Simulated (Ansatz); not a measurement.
# G0W0 on several functionals: Ta2O5 (Pmmn), part 2 of 2

One-shot GW is not self-consistent; how far does the start matter for Ta2O5 (Pmmn)?

Ansatz 0.2.0; G0W0 on several functionals, plane waves, PAW. Known limits of the many-body steps: not at the basis limit; no spin-orbit coupling; coarse k mesh.

So far. Step 3 (G0W0 on r2SCAN): Against the run with 4×2×4 mesh, 440 empty bands, screening to 100 eV, PAW set soft_1 files on LDA, the gap moves by +0.10 eV, while the start moved by +0.58 eV. Step 4 (G0W0 on HSE06): Against the run with 4×2×4 mesh, 440 empty bands, screening to 100 eV, PAW set soft_1 files on r2SCAN, the gap moves by +0.37 eV, while the start moved by +0.98 eV.

In doubt: masses and optical values from hybrid runs of this build are listed as unsure (steps 4, 5, 6), which bears on the screening that GW takes from such a start.

## Step 5: G0W0 on PBE0

This step: G0W0 on PBE0, plane waves, PAW; PAW set soft_1.

File input.yaml:

```yaml
crystal:
  lattice:
    - [3.84085413, 0.0, 0.0]
    - [0.0, 13.0373230544, 0.0]
    - [0.0, 0.0, 3.8741645114]
  atoms:
    - { symbol: Ta, position: [0.0, 0.14579693, 0.02271197] }
    - { symbol: Ta, position: [0.5, 0.35420307, 0.97728803] }
    - { symbol: Ta, position: [0.5, 0.64579693, 0.97728803] }
    - { symbol: Ta, position: [0.0, 0.85420307, 0.02271197] }
    - { symbol: O, position: [0.5, 0.18522554, 0.00205837] }
    - { symbol: O, position: [0.0, 0.31477446, 0.99794163] }
    - { symbol: O, position: [0.0, 0.68522554, 0.99794163] }
    - { symbol: O, position: [0.5, 0.81477446, 0.00205837] }
    - { symbol: O, position: [0.0, 0.85107074, 0.50764741] }
    - { symbol: O, position: [0.5, 0.64892926, 0.49235259] }
    - { symbol: O, position: [0.5, 0.35107074, 0.49235259] }
    - { symbol: O, position: [0.5, 0.5, 0.99500122] }
    - { symbol: O, position: [0.0, 0.0, 0.00499878] }
    - { symbol: O, position: [0.0, 0.14892926, 0.50764741] }
kpoints:
  mp_grid: { grid: [4, 2, 4] }
hamiltonian:
  xc: pbe0
  pseudopotentials: { kind: paw, azcp: { folder: soft_1 } }
scf:
  occupations: { method: fixed }
gw:
  n_empty_bands: 440
  ecut_chi: 100
  qp_bands: [v4, c4]
  qp_kpoints: band_edges
  screening: { model: contour_deformation }
```

Started as:

```sh
$ ansatz run input.yaml --threads 2 --pin off --max-ram 92160MiB --backend cuda --events-out ev --progress --plain --runs-dir out --devices 1 --max-vram 13GiB
```

Numbers of over 12 decimals in the logs are rounded to 6 here.

The program printed:

```text
GPUs: using 1 of 1 available (devices: 1).
[...]
GPU FFT provider: cuFFT
GPU libraries: cuBLAS 13.8.2, cuFFT 12.4.0, cuSOLVER 12.3.4
Crystal: 14 atoms, lattice volume = 193.997 Å³
Basis set: ecut = 420 eV, 3823 PW (Γ)
Bands: 70, of which v1, the nominal top of the filled ones, is band 56 counted from 1 (55 counted from 0)
Symmetry: 8 space group operations
[...]
k-points: 18 of 32
[...]
0    59     10.4991   -12.9777    -4.2476   -17.6432  0.8350    10.9183    10.9170  root
     0    60     10.5245   -13.0075    -4.2126   -17.6443  0.8350    10.9499    10.9486  root
[...]
17    57     11.0983   -13.1798    -4.3433   -17.9775  0.8296    11.5544    11.5527  root
    17    58     11.0983   -13.1798    -4.3433   -17.9775  0.8296    11.5544    11.5527  root
    17    59     13.0295   -14.6320    -4.6230   -19.8416  0.8067    13.6197    13.6160  root
    17    60     13.0295   -14.6320    -4.6230   -19.8416  0.8067    13.6197    13.6160  root
[key lines of the parts left out:]
Free energy (F): -45413.962890 eV
Fermi energy:    5.497809 eV
```

Wall time 2.2 min (1 × NVIDIA H100 80GB HBM3 (shared by 6 runs) with 2 threads of AMD EPYC 7R13 (Zen 3), shared host); peak memory 3 GiB.

Numbers from this step:

```
bands summed                                 : 496
RPA ε∞ on this mesh (eigenvalues)            : 3.397, 3.405, 4.395
plane waves in the screening matrix          : 433
G0W0 gap on the mesh                         : 4.349 eV
k of the valence top                         : -0.5, -0.5, -0.5
k of the conduction bottom                   : 0, 0, 0
starting gap on the mesh                     : 4.538 eV
least direct G0W0 gap on the computed points : 5.079 eV
```

Against the run with 4×2×4 mesh, 440 empty bands, screening to 100 eV, PAW set soft_1 files on HSE06, the gap moves by +0.23 eV, while the start moved by +0.76 eV.

## Step 6: G0W0 on Hartree-Fock

This step: G0W0 on Hartree-Fock, plane waves, PAW; PAW set soft_1.

input.yaml, as its differences from that of step 5:

```diff
@@ -23,3 +23,3 @@
 hamiltonian:
-  xc: pbe0
+  xc: hf
   pseudopotentials: { kind: paw, azcp: { folder: soft_1 } }
```

The program printed:

```text
GPUs: using 1 of 1 available (devices: 1).
[...]
GPU FFT provider: cuFFT
GPU libraries: cuBLAS 13.8.2, cuFFT 12.4.0, cuSOLVER 12.3.4
Crystal: 14 atoms, lattice volume = 193.997 Å³
Basis set: ecut = 420 eV, 3823 PW (Γ)
Bands: 70, of which v1, the nominal top of the filled ones, is band 56 counted from 1 (55 counted from 0)
Symmetry: 8 space group operations
[...]
k-points: 18 of 32
[...]
0    59     14.7547   -11.8110    -3.0669   -11.8237  0.9073    11.7196    11.7005  root
     0    60     14.8869   -11.8242    -3.2435   -11.8483  0.9062    11.6899    11.6675  root
[...]
17    57     15.4626   -11.8890    -3.2146   -11.8909  0.9048    12.2730    12.2499  root
    17    58     15.4626   -11.8890    -3.2146   -11.8909  0.9048    12.2730    12.2499  root
    17    59     17.7740   -13.2101    -3.2841   -13.2141  0.8948    14.5219    14.4939  root
    17    60     17.7740   -13.2101    -3.2841   -13.2141  0.8948    14.5219    14.4939  root
[key lines of the parts left out:]
Free energy (F): -44841.458487 eV
Fermi energy:    2.042818 eV
```

It took 3.1 min on 1 × NVIDIA H100 80GB HBM3 (shared by 6 runs) with 2 threads; peak memory 3 GiB; 3.5 min of CPU time.

Numbers from this step:

```
bands summed                                 : 496
RPA ε∞ on this mesh (eigenvalues)            : 2.105, 2.141, 2.344
plane waves in the screening matrix          : 433
G0W0 gap on the mesh                         : 5.952 eV
k of the valence top                         : -0.5, -0.5, -0.5
k of the conduction bottom                   : 0, 0, 0
starting gap on the mesh                     : 12.26 eV
least direct G0W0 gap on the computed points : 6.681 eV
```

Against the run with 4×2×4 mesh, 440 empty bands, screening to 100 eV, PAW set soft_1 files on PBE0, the gap moves by +1.60 eV, while the start moved by +7.73 eV.

## Step 7: The starts together

All on the 4×2×4 mesh with 440 empty bands and screening to 100 eV. Times are wall times on 1 × NVIDIA H100 80GB HBM3 (shared by 6 runs) with 2 threads of AMD EPYC 7R13 (Zen 3), shared host, good to a factor of about two.

```
       start  starting gap (eV)  shift (eV)  G0W0 gap (eV)  RPA ε∞ (harmonic mean)  Z (valence, conduction)     time
         LDA               2.21       +1.43           3.64                    5.34               0.73, 0.80     42 s
      r2SCAN               2.80       +0.95           3.75                    4.58               0.75, 0.81     61 s
       HSE06               3.78       +0.34           4.12                    3.92               0.77, 0.83  2.6 min
        PBE0               4.54       −0.19           4.35                    3.68               0.79, 0.84  2.2 min
Hartree-Fock              12.26       −6.31           5.95                    2.19               0.88, 0.91  3.1 min
```

How the two edges are built up, in eV (the quasiparticle level is the starting level plus Σx plus Σc less Vxc):

```
   run               edge  start      Σx     Σc     Vxc     Z     QP
   LDA        valence top   6.60  -26.33   4.79  -21.33  0.73   6.39
   LDA  conduction bottom   8.81  -13.08  -4.48  -18.78  0.80  10.03
r2SCAN        valence top   6.57  -26.44   4.70  -21.67  0.75   6.51
r2SCAN  conduction bottom   9.37  -13.16  -4.38  -18.43  0.81  10.25
 HSE06        valence top   5.89  -26.46   4.43  -22.35  0.77   6.21
 HSE06  conduction bottom   9.68  -12.69  -4.21  -17.55  0.83  10.33
  PBE0        valence top   5.50  -26.47   4.29  -22.76  0.79   6.08
  PBE0  conduction bottom  10.04  -12.66  -4.10  -17.15  0.84  10.43
```

For a hybrid start, Vxc holds its share of exact exchange.

## Step 8: Outcome

| Quantity | Value |
| --- | --- |
| G0W0@LDA | 3.64 eV (start 2.21 eV) |
| G0W0@r2SCAN | 3.75 eV (start 2.80 eV) |
| G0W0@HSE06 | 4.12 eV (start 3.78 eV) |
| G0W0@PBE0 | 4.35 eV (start 4.54 eV) |
| G0W0@Hartree-Fock | 5.95 eV (start 12.26 eV) |
| known limits | not at the basis limit; no spin-orbit coupling; coarse k mesh |

In words: The starting gaps span 10.05 eV and the G0W0 gaps 2.31 eV. Between LDA and Hartree-Fock, 2.31 eV of the 10.05 eV survives, 23 %. Hartree-Fock screens less than LDA (ε∞ 2.19 against 5.34). Of the 2.31 eV by which its G0W0 gap is higher, the correlation part gives +2.92 eV, and exchange with the one-particle terms, which follow the orbitals, −0.61 eV. On PBE0 and Hartree-Fock the correction is negative: that start lies above its own G0W0 value. The smallest correction, −0.19 eV, is on PBE0, the start nearest to reproducing itself. Bands and cutoff are finite, so the gap is not at the basis limit. The miss can reach some tenths of an eV and take either sign; the mesh is an error of its own. The 4×2×4 mesh is coarse for this cell (its supercell is 15 Å along the shortest edge). The RPA ε∞ on it, from the LDA start, is 4.64, 4.88 and 7.07; such meshes misread the long-range screening, most where the gap is narrow. The program warns that the mesh is coarse for exact exchange, which bears on the hybrid start's gap. The many-body steps are scalar-relativistic: spin-orbit coupling is not in them.

[Paths, hosts, dates, memory and timing lines, banners, echoed tables and standing remarks are left out of the program output.]

[Logs are printed without paths, hosts, clocks, repeated set-up lines and the standing remarks that a program may print on its own settings, such as how far it seeks lower states.]

[Runs of the session that timed out or met a known fault of the program may be left out.]

[Cells called generated may have been cut or substituted from an entry of the Crystallography Open Database or the Materials Project.]

[Hosts, paths, dates, database ids (printed as entryN), source tags and the programs' standing remarks are cut or masked in the printed files.]
